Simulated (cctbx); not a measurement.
**Lattice, Laue class and space group of a new crystal**

Cell: a = 8.7250 Å, b = 6.5990 Å, c = 7.1780 Å, α = 90.00°, β = 112.69°, γ = 90.00°. Expected content of the cell: Ru10 Cr2 O24.

Simulated single-crystal data (cctbx): Mo Kα, λ = 0.71073 Å, to d = 0.75 Å, 95 % of the full sphere, strongest reflection 5000 counts, noise from counting, a 2 % proportional error and a noise floor of 8 counts (s.d.); no absorption.

Tests on the unmerged data give:

```text
3568 reflections to d = 0.750 A
centring   violations  <I/sigma> of those
    A        304 of  1775      3.4
    B        304 of  1794      3.4
    C          0 of  1789     -0.0
    I        125 of  1789      1.0
    R        408 of  2378      3.3
    F        304 of  2679      2.2
Laue class    unique    Rint  (classes that these axes allow; Friedel mates merged)
C 1 2/m 1         510   0.039
space group    extra absences  I>4sigma  <I/sigma>
C 1 2 1                 0          0         -  acentric
C 1 m 1                 0          0         -  acentric
C 1 2/m 1               0          0         -  centric
Wilson B = 0.54 A^2   <|E^2-1|> = 1.416 (0.968 centric, 0.736 acentric)   E^2>4: 12.0 %
shell (A)         n   <I/sigma>
 6.62 - 1.50     68     14.9
 1.50 - 1.19     69     12.4
 1.19 - 1.04     64     15.1
 1.04 - 0.95     61      8.2
 0.95 - 0.88     64     13.9
 0.88 - 0.83     64     10.3
 0.83 - 0.79     59      8.6
 0.79 - 0.75     61      8.7
```

Q: Read the symmetry from these tables.

The reflections that C centring forbids are absent (⟨I/σ⟩ near 0), so the lattice is C.

Only C 1 2/m 1 fits these axes (Rint 0.039); a search for a hidden higher lattice was not made.

3 settings pass the absence test. No glide or screw absences show, which leaves C 1 2 1, C 1 m 1 and C 1 2/m 1.

⟨|E²−1|⟩ = 1.416 is above even the centric ideal, a mark of pseudo-translation (a class of systematically weak reflections). The Wilson B of 0.54 Å² means U ≈ 0.0068 Å².

The true group is C2/m (no. 12), Laue class 2/m, centrosymmetric. The tables only narrow the choice to the tied entries; cell content, site symmetry and trial solutions must settle it.

This is a model crystal, built by substitution and not relaxed, with assumed displacement parameters.

[Logs are printed without paths, hosts, clocks, repeated set-up lines and the standing remarks that a program may print on its own settings, such as how far it seeks lower states.]
